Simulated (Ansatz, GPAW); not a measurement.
# Work function of a 7-layer slab of Mg(0001) at several levels, part 2 of 2

How far do functional and basis move the work function of a 7-layer slab of Mg(0001)?

GPAW 26.7.0 and Ansatz 0.2.0; Ansatz plane waves; slab in vacuum with a dipole correction, relaxation (the session's first sound run).

So far, upper work function (eV): step 2 (relaxing the atoms, PBE) 3.74; step 6 (OptPBE vdW: xc = "optPBE-vdW", GPAW, PAW setups, GPAW) 3.83; step 7 (self-consistent run: xc = "revPBE") 3.68; step 8 (self-consistent run: xc = "vdW-DF2", GPAW, PAW setups, GPAW) 3.85; step 9 (real-space grid: mode = "fd", PBE, GPAW) 3.74.

**10. Atomic orbitals: mode = "lcao"**

Atom-centred orbitals end a few angstrom from the surface, which tests how much the density's tail matters.

Input file run.py:

```python
import json
import numpy as np
from ase import Atoms
from gpaw import GPAW

slab = Atoms(
    ['Mg', 'Mg', 'Mg', 'Mg', 'Mg', 'Mg', 'Mg'],
    positions=[
        [0.00000, 0.00000, 7.00000],
        [3.21000, 1.85329, 9.60652],
        [0.00000, 0.00000, 12.21304],
        [3.21000, 1.85329, 14.80376],
        [-0.00000, 0.00000, 17.39328],
        [3.21000, 1.85329, 19.98636],
        [-0.00000, 0.00000, 22.60055]],
    cell=[[3.21, 0.0, 0.0], [1.605, 2.77994, 0.0], [0.0, 0.0, 29.63912]],
    pbc=[True, True, False])

slab.calc = GPAW(mode='lcao', basis='dzp', h=0.18, xc='PBE', kpts={'size': (11, 11, 1), 'gamma': True},
                 occupations={'name': 'fermi-dirac', 'width': 0.1}, nbands='120%',
                 convergence={'density': 1e-05}, maxiter=200,
                 poissonsolver={'dipolelayer': 'xy'},
                 symmetry={'tolerance': 1e-3}, txt='slab.txt')
result = {}
energy = slab.get_potential_energy()
fermi = slab.calc.get_fermi_level()
v = slab.calc.get_electrostatic_potential().mean((0, 1)) - fermi
n = slab.calc.get_pseudo_density().mean((0, 1))
L = slab.cell[2, 2]
z = np.arange(len(v)) * L / len(v)
low, high = slab.positions[:, 2].min(), slab.positions[:, 2].max()
below, above = np.interp([low - 4.8, high + 4.8], z, v)
slopes = [np.interp(x, z, np.gradient(v, z)) for x in (low - 4.8, high + 4.8)]
eps = np.array([[slab.calc.get_eigenvalues(k, s) for k in range(len(slab.calc.get_ibz_k_points()))]
                for s in range(slab.calc.get_number_of_spins())]) - fermi
top, bottom = eps[eps < 0].max(), eps[eps > 0].min()
dipole = slab.get_dipole_moment()[2]
print(f'energy {energy:.4f} eV, Fermi level {fermi:.4f} eV, dipole {dipole:.5f} e A')
print(f'potential 4.8 A off the faces, from the Fermi level: lower {below:.4f} eV, upper {above:.4f} eV')
print(f'slope of the potential there: lower {slopes[0]:.5f}, upper {slopes[1]:.5f} eV/A')
print(f'nearest levels on the mesh: {top:.4f} and {bottom:.4f} eV')
print('magnetic moment', round(slab.get_magnetic_moment(), 3))
result.update(energy=energy, fermi=fermi, dipole=dipole, below=below, above=above, slopes=slopes, edges=[top, bottom],
              z=z.tolist(), v=v.tolist(), n=n.tolist(), positions=slab.positions.tolist(),
              forces=slab.get_forces(apply_constraint=False).tolist(), moments=slab.get_magnetic_moments().tolist())
json.dump(result, open('result.json', 'w'))
```

On the command line:

```sh
OMP_NUM_THREADS=1 OPENBLAS_NUM_THREADS=1 python run.py
```

It took 17 min on 1 thread of Arm Neoverse V1, shared host; peak memory 0.39 GiB.

Numbers from this step:

```yaml
dipole_along_the_normal: -9.00e-6 e·Å
levels_nearest_the_fermi_level_on_the_mesh: -0.05517, 0.09547 eV from the Fermi level
upper_work_function: 3.772 eV
lower_work_function: 3.772 eV
```

The upper face's work function is 3.772 eV, against 3.737 eV in the first plane-wave PBE run at this geometry.

**11. The ladder**

Times are for 1 thread of Arm Neoverse V1, shared host. The runs compared:

| no. | run | upper work function (eV) | time | memory (GiB) |
| --- | --- | --- | --- | --- |
| 1 | pw | 3.737 | 5.8 min | 0.28 |
| 2 | RPBE | 3.678 | 5.4 min | 0.28 |
| 3 | LDA | 3.858 | 3.9 min | 0.28 |
| 4 | optPBE vdW | 3.833 | 5.3 min | 0.44 |
| 5 | revPBE | 3.679 | 3.4 min | 0.28 |
| 6 | vdW DF2 | 3.851 | 5.7 min | 0.44 |
| 7 | fd | 3.738 | 18 min | 1.2 |
| 8 | lcao | 3.772 | 17 min | 0.39 |

**12. A second plane-wave code**

A second program with its own datasets checks the number independently.

This step: Ansatz plane waves; slab in vacuum with a dipole correction (Ansatz 0.2.0).

Input file input.yaml:

```yaml
crystal:
  lattice:
    - [3.21, 0.0, 0.0]
    - [1.605, 2.7799415461, 0.0]
    - [0.0, 0.0, 29.63912]
  atoms:
    - { symbol: Mg, position: [0.0, 0.0, 0.2361743534] }
    - { symbol: Mg, position: [0.6666666667, 0.6666666667, 0.3241162356] }
    - { symbol: Mg, position: [0.0, 0.0, 0.4120581178] }
    - { symbol: Mg, position: [0.6666666667, 0.6666666667, 0.499467034] }
    - { symbol: Mg, position: [0.0, 0.0, 0.5868352797] }
    - { symbol: Mg, position: [0.6666666667, 0.6666666667, 0.6743235566] }
    - { symbol: Mg, position: [0.0, 0.0, 0.7625244166] }
kpoints:
  mp_grid: { grid: [11, 11, 1] }
hamiltonian:
  xc: pbe
scf:
  occupations: { method: fermi_dirac, width: 0.1 }
efield:
  axis: 3
  dipole_correction: true
  ramp_width: 0.05
output:
  forces: true
  write_potential: true
  write_density: true
  volumetric_format: npy
```

On the command line:

```sh
ansatz run input.yaml --threads 4 --pin off --max-ram 8192MiB --backend cpu --events-out ev --progress --plain --runs-dir out
```

Wall time 4 s (4 threads); peak memory 0.58 GiB.

This step gave:

```yaml
upper_work_function: 3.738 eV
lower_work_function: 3.737 eV
dipole_along_the_normal: -2.58e-5 e·Å
dipole_field: -1.77e-5 V/Å
vacuum_level_above: 5.732 eV
```

The electrostatic potential energy of an electron (with the applied field's), less the Fermi level, planar mean oscillates, so the rows of the table below give means over windows of 2.67 Å about each position, cut where the curve ends. Its maxima inside the range that stand out by 2 % of the span (Å: eV): 8.3: 1.03, 11.0: 1.01, 13.5: 0.970, 16.2: 0.944, 18.7: 0.989, 21.3: 1.03. Its minima: 7.0: -11.7, 9.6: -11.6, 12.2: -11.6, 14.8: -11.7, 17.3: -11.6, 20.0: -11.7, 22.7: -11.5.

The electrostatic potential energy of an electron (with the applied field's), less the Fermi level, planar mean by z; means over each step:

| z (Å) | electrostatic potential energy of an electron (with the applied field's), less the Fermi level, planar mean (eV) |
| --- | --- |
| 1.33 | 3.74 |
| 4.00 | 3.59 |
| 6.67 | -3.65 |
| 9.34 | -3.89 |
| 12.02 | -3.92 |
| 14.68 | -3.92 |
| 17.36 | -3.92 |
| 20.02 | -3.87 |
| 22.70 | -3.81 |
| 25.37 | 3.49 |
| 28.04 | 3.74 |

The valence density, planar mean oscillates, so the rows of the table below give means over windows of 2.67 Å about each position, cut where the curve ends. Its maxima inside the range that stand out by 2 % of the span (Å: e/Å³): 7.0: 1.50, 9.6: 1.50, 12.2: 1.47, 14.8: 1.51, 17.3: 1.48, 20.0: 1.51, 22.7: 1.45. Its minima: 8.3: 0.0881, 10.8: 0.0896, 13.5: 0.0911, 16.2: 0.0912, 18.7: 0.0905, 21.3: 0.0876.

Table of valence density, planar mean by z; means over each step:

z (Å), valence density, planar mean (e/Å³) and a bar:
```
     1.33       0.00 
     4.00       0.00 
     6.67       0.41 #############################
     9.34       0.42 ##############################
    12.02       0.42 ##############################
    14.68       0.42 ##############################
    17.36       0.42 ##############################
    20.02       0.42 ##############################
    22.70       0.41 #############################
    25.37       0.01 
    28.04       0.00
```

The upper face's work function is 3.738 eV, against 3.737 eV in the first plane-wave PBE run at this geometry.

**13. Side by side**

Results and costs are gathered.

This step: comparison of work functions, dipole and cost (GPAW 26.7.0).

Ladder, by row:

| step | code | work function, upper (eV) | work function, lower (eV) | dipole (e Å) | wall time (s) | peak memory (GiB) | threads |
| --- | --- | --- | --- | --- | --- | --- | --- |
| pw | GPAW | 3.737 | 3.737 | 3.21e-5 | 345.6 | 0.28 | 1 |
| RPBE | GPAW | 3.678 | 3.679 | 7.69e-5 | 321.2 | 0.28 | 1 |
| LDA | GPAW | 3.858 | 3.858 | 4.26e-5 | 236.6 | 0.28 | 1 |
| optPBE-vdW | GPAW | 3.833 | 3.832 | 2.73e-5 | 319.9 | 0.44 | 1 |
| revPBE | GPAW | 3.679 | 3.679 | 5.33e-5 | 204.2 | 0.28 | 1 |
| vdW-DF2 | GPAW | 3.851 | 3.851 | 6.77e-5 | 342.3 | 0.44 | 1 |
| fd | GPAW | 3.738 | 3.738 | -2.03e-6 | 1086 | 1.21 | 1 |
| lcao | GPAW | 3.772 | 3.772 | -9.00e-6 | 999.9 | 0.39 | 1 |
| ansatz | Ansatz | 3.738 | 3.737 | -2.58e-5 | 3.97 | 0.583 | 4 |

**14. Results**

```yaml
work_function_both_faces: 3.74 eV
dipole_along_the_normal: 3.2e-5 e Å, near the numerical noise
```

In words: With plane waves and PBE the work function is 3.74 eV on the upper face and 3.74 eV on the lower. The measured value for polycrystalline Mg, which weights the faces of low work function, is 3.66 eV (as compiled in "Anisotropic work function of elemental crystals", 2019, arxiv:1902.07811); the relaxed upper face lies 0.077 eV over it with PBE, and RPBE comes nearest (3.68 eV). Measured work functions scatter by a tenth of an eV or more between methods. Over the sound runs of the table the upper face's work function spans 3.678 (RPBE) to 3.858 eV (LDA). The two plane-wave codes differ by 3.2e-4 eV on the upper face. The in-plane lattice was kept as typed, which isn't the functional's own and leaves some strain; spin-orbit coupling and temperature are left out.

[Logs are printed without paths, hosts, clocks, repeated set-up lines and the standing remarks that a program may print on its own settings, such as how far it seeks lower states.]

[Hosts, paths, dates, database ids (printed as entryN), source tags and the programs' standing remarks are cut or masked in the printed files.]
